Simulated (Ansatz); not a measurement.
# Where V_Cl puts its levels in the gap of KCl (Fm-3m), part 2 of 2

Aim: at which Fermi levels does V_Cl in KCl (Fm-3m) change its charge? The model is a cell of 32 host atoms with 1 Cl taken out.

Ansatz; place-levels on PBE runs: charge-transition levels and formation energies with image-charge correction and potential alignment at the atomic sites; PAW set soft_1.

So far. Step 4 (Placing the levels, PBE, k-mesh 1x1x1 Gamma): Under PBE the gap is 5.05 eV, (+1/0) 3.90, (0/−1) 4.75 eV; the stage before (PBE, at other k-points) gave a gap of 5.05 eV and levels within 0.43 eV of these. Step 5 (Levels against the band edges, PBE, k-mesh 1x1x1 zone …): Under PBE the gap is 5.05 eV, (+1/0) 4.08, (0/−1) 5.14 (outside the gap) (with band filling) eV; the stage before (PBE, at other k-points) gave a gap of 5.05 eV and levels within 0.39 eV of these.

### 6. Placing the levels, PBE, k-mesh 2x2x2 Gamma

The energy is taken again at a 2×2×2 Γ-centred mesh, on the same structure.

The input, qm1.s2/input.yaml:

```yaml
crystal:
  checkpoint: "../qm1.relax.run"
  host: checkpoint
total_charge: -1
basis:
  ecutwfc: 420
  xc_grid: 2
hamiltonian:
  xc: pbe
  pseudopotentials: { kind: paw, azcp: { folder: soft_1 } }
kpoints:
  mp_grid: { grid: [2, 2, 2] }
scf:
  occupations: { method: fermi_dirac, width: 0.01 }
  max_iter: 80
output:
  forces: true
  eigenvalues: true
  charged_corrections:
    epsilon: 2.28
    static_epsilon: 5.56
    defect_position: [0.5, 0.5, 0.5]
checkpoint:
  read: "../qm1.relax.run"
  write: "../qm1.s2.run"
  compress: false
  write_wavefunctions: false
  write_every: 100000
```

Elapsed: 30 s, on 4 threads of Arm Neoverse V1, shared host; peak memory 3.3 GiB.

The input, levels.s2.yaml:

```yaml
host:
  run: host.s2.run
  levels_from: { run: edges.s2.run }
states: [qm1.s2.run, q0_M1.s2.run, qp1.s2.run]
geometry_from:
  qm1.s2.run: qm1.relax.run
  q0_M1.s2.run: q0_M1.relax.run
  qp1.s2.run: qp1.relax.run
chemical_potentials:
  Cl:
    energy: -1079.444131
    dataset: "<sha256 of the dataset>"
```

The run is started by

```bash
> ansatz place-levels levels.s2.yaml -- --threads 4 --pin off --max-ram 15073MiB
```

Numbers of over 12 decimals in the logs are rounded to 6 here.

Log:

```text
(+1/0) 4.047 eV above the valence edge, 1.007 eV under the conduction edge
(0/-1) 5.176 eV above the valence edge, in the conduction band
formation energy of charge +1: +0.441 eV with the Fermi level at the valence edge
formation energy of charge 0: +4.488 eV with the Fermi level at the valence edge
formation energy of charge -1: +9.665 eV with the Fermi level at the valence edge
[...]
[... the lines on each state left out ...]
```

The job ended after 0.18 s (4 threads).

Under PBE the gap is 5.05 eV, (+1/0) 4.05, (0/−1) 5.18 (outside the gap) eV; the stage before (PBE, at other k-points) gave a gap of 5.05 eV and levels within 0.03 eV of these.

### 7. Placing the levels, PBE, k-mesh 2x2x2 shifted

The energy is taken again at a 2×2×2 shifted mesh, on the same structure.

qm1.s3/input.yaml, as its differences from qm1.s2/input.yaml of step 6:

```diff
@@ -11,3 +11,3 @@
 kpoints:
-  mp_grid: { grid: [2, 2, 2] }
+  mp_grid: { grid: [2, 2, 2], shift: [0.5, 0.5, 0.5] }
 scf:
@@ -24,3 +24,3 @@
   read: "../qm1.relax.run"
-  write: "../qm1.s2.run"
+  write: "../qm1.s3.run"
   compress: false
```

Run time: 38 s. Hardware: 4 threads; peak memory 2.9 GiB; 2.4 min of CPU time.

The input, levels.s3.yaml:

```yaml
host:
  run: host.s3.run
  levels_from: { run: edges.s3.run }
states: [qm1.s3.run, q0_M1.s3.run, qp1.s3.run]
geometry_from:
  qm1.s3.run: qm1.relax.run
  q0_M1.s3.run: q0_M1.relax.run
  qp1.s3.run: qp1.relax.run
chemical_potentials:
  Cl:
    energy: -1079.444131
    dataset: "<sha256 of the dataset>"
```

The run is started by

```bash
> ansatz place-levels levels.s3.yaml -- --threads 4 --pin off --max-ram 15073MiB
```

Log:

```text
(+1/0) 4.045 eV above the valence edge, 1.009 eV under the conduction edge
(0/-1) 5.143 eV above the valence edge, in the conduction band
formation energy of charge +1: +0.441 eV with the Fermi level at the valence edge
formation energy of charge 0: +4.486 eV with the Fermi level at the valence edge
formation energy of charge -1: +9.629 eV with the Fermi level at the valence edge
[...]
[... the lines on each state left out ...]
```

It took 0.18 s on 4 threads.

Under PBE the gap is 5.05 eV, (+1/0) 4.04, (0/−1) 5.14 (outside the gap) eV; the stage before (PBE, at other k-points) gave a gap of 5.05 eV and levels within 0.03 eV of these.

### 8. place-levels, PBE, k-mesh 3x3x3 Gamma

The energy is taken again at a 3×3×3 Γ-centred mesh, on the same structure.

qm1.s4/input.yaml, as its differences from qm1.s3/input.yaml of step 7:

```diff
@@ -11,3 +11,3 @@
 kpoints:
-  mp_grid: { grid: [2, 2, 2], shift: [0.5, 0.5, 0.5] }
+  mp_grid: { grid: [3, 3, 3] }
 scf:
@@ -24,3 +24,3 @@
   read: "../qm1.relax.run"
-  write: "../qm1.s3.run"
+  write: "../qm1.s4.run"
   compress: false
```

Elapsed: 2 min, on 4 threads; peak memory 3.8 GiB.

The input, levels.s4.yaml:

```yaml
host:
  run: host.s4.run
  levels_from: { run: edges.s4.run }
states: [qm1.s4.run, q0_M1.s4.run, qp1.s4.run]
geometry_from:
  qm1.s4.run: qm1.relax.run
  q0_M1.s4.run: q0_M1.relax.run
  qp1.s4.run: qp1.relax.run
chemical_potentials:
  Cl:
    energy: -1079.444131
    dataset: "<sha256 of the dataset>"
```

The run is started by

```bash
> ansatz place-levels levels.s4.yaml -- --threads 4 --pin off --max-ram 15073MiB
```

Log:

```text
(+1/0) 4.045 eV above the valence edge, 1.008 eV under the conduction edge
(0/-1) 5.154 eV above the valence edge, in the conduction band
formation energy of charge +1: +0.441 eV with the Fermi level at the valence edge
formation energy of charge 0: +4.487 eV with the Fermi level at the valence edge
formation energy of charge -1: +9.640 eV with the Fermi level at the valence edge
[...]
[... the lines on each state left out ...]
```

Elapsed: 0.18 s, on 4 threads.

Under PBE the gap is 5.05 eV, (+1/0) 4.05, (0/−1) 5.15 (outside the gap) eV; the stage before (PBE, at other k-points) gave a gap of 5.05 eV and levels within 0.01 eV of these.

### 9. Cost and result

Levels between neighbouring charges, in eV above each run's own valence top:

|  | gap (eV) | (+1/0) | (0/−1) | CPU time a state at this stage (restarts are quicker than cold starts) |
| --- | --- | --- | --- | --- |
| PBE, (¼, ¼, ¼) | 5.05 | 4.10 | 5.18 | 38 s |
| k-mesh 1x1x1 Gamma | 5.05 | 3.90 | 4.75 | 26 s |
| k-mesh 1x1x1 zone corner | 5.05 | 4.08 | 5.14 | 22 s |
| k-mesh 2x2x2 Gamma | 5.05 | 4.05 | 5.18 | 3 min |
| k-mesh 2x2x2 shifted | 5.05 | 4.04 | 5.14 | 3.3 min |
| k-mesh 3x3x3 Gamma | 5.05 | 4.05 | 5.15 | 11 min |

Cost of the single points in the series (mean over the states), on Arm Neoverse V1, shared host:

| setting | threads | wall time | peak memory (GiB) | SCF cycles | plane waves |
| --- | --- | --- | --- | --- | --- |
| k-mesh 1x1x1 Gamma | 4 | 6.9 s | 1.3 | 7 | 20377 |
| k-mesh 1x1x1 zone corner | 4 | 6 s | 1.6 | 6 | 20377 |
| k-mesh 2x2x2 Gamma | 4 | 46 s | 4.1 | 6 | 20377 |
| k-mesh 2x2x2 shifted | 4 | 52 s | 3.3 | 6 | 20377 |
| k-mesh 3x3x3 Gamma | 4 | 2.9 min | 5.0 | 6 | 20377 |

### 10. What came out

| Item | Value |
| --- | --- |
| gap of the host | 5.05 eV (PBE) |
| level (plus 1/0) | 4.10 eV above the valence top |
| level (0/minus 1) | 5.18 eV above the valence top, past the conduction bottom (5.34 eV above the valence top without the band-filling term) |
| lowest of the charges placed, just above the valence top (0.02 eV) | +1 |
| lowest of the charges placed, just below the conduction bottom (0.02 eV) | 0 |
| lowest formation energy at mid-gap of the charges run, Cl-rich | 2.98 eV |
| lowest formation energy at mid-gap of the charges run, K-rich | -1.02 eV |

**Reading.** Of the charges placed (−1, 0 and +1), the lowest changes at 4.10 eV (+1/0) above the valence top, in a gap of 5.05 eV. Charges above +1 were not placed, so these runs say nothing of levels that involve them. States placed: +1 at 0 μB; 0 at 1 μB; −1 at 0 μB. Other spin states or structures, where not listed, weren't placed. The program finds carriers beyond a band edge of the host and adds a band-filling term at charge −1 (-0.16 eV); steps to such a charge show no bound level, and a defect level inside a band would be read the same way. Against the last setting (k-mesh 3x3x3 Gamma) the levels differ by up to 0.40 eV at k-mesh 1x1x1 Gamma, 0.03 eV at k-mesh 1x1x1 zone corner, 0.02 eV at k-mesh 2x2x2 Gamma, 0.01 eV at k-mesh 2x2x2 shifted; coarse members of the series are not the defect's levels. The program doubts the alignment of potentials for at least one state, a sign that the cell is small. Limits: one k-point off the zone centre stands for the whole zone; PBE makes the gap too small and tends to spread out bound carriers; where a gas molecule sets a chemical potential or the host's formation energy, its binding is uncorrected.

[Logs are printed without paths, hosts, clocks, repeated set-up lines and the standing remarks that a program may print on its own settings, such as how far it seeks lower states.]

[Hosts, paths, dates, database ids (printed as entryN), source tags and the programs' standing remarks are cut or masked in the printed files.]

[Where a table of states has a column of steps, it counts the stored structures, which are thinned; the runs took as many ionic steps or more.]

[A defect's name tells the site on which it was built; relaxed atoms can leave that site.]

[For some hosts the program warned that the k-mesh of the response run may be too coarse for force constants and the static dielectric constant; such warnings are not shown here.]
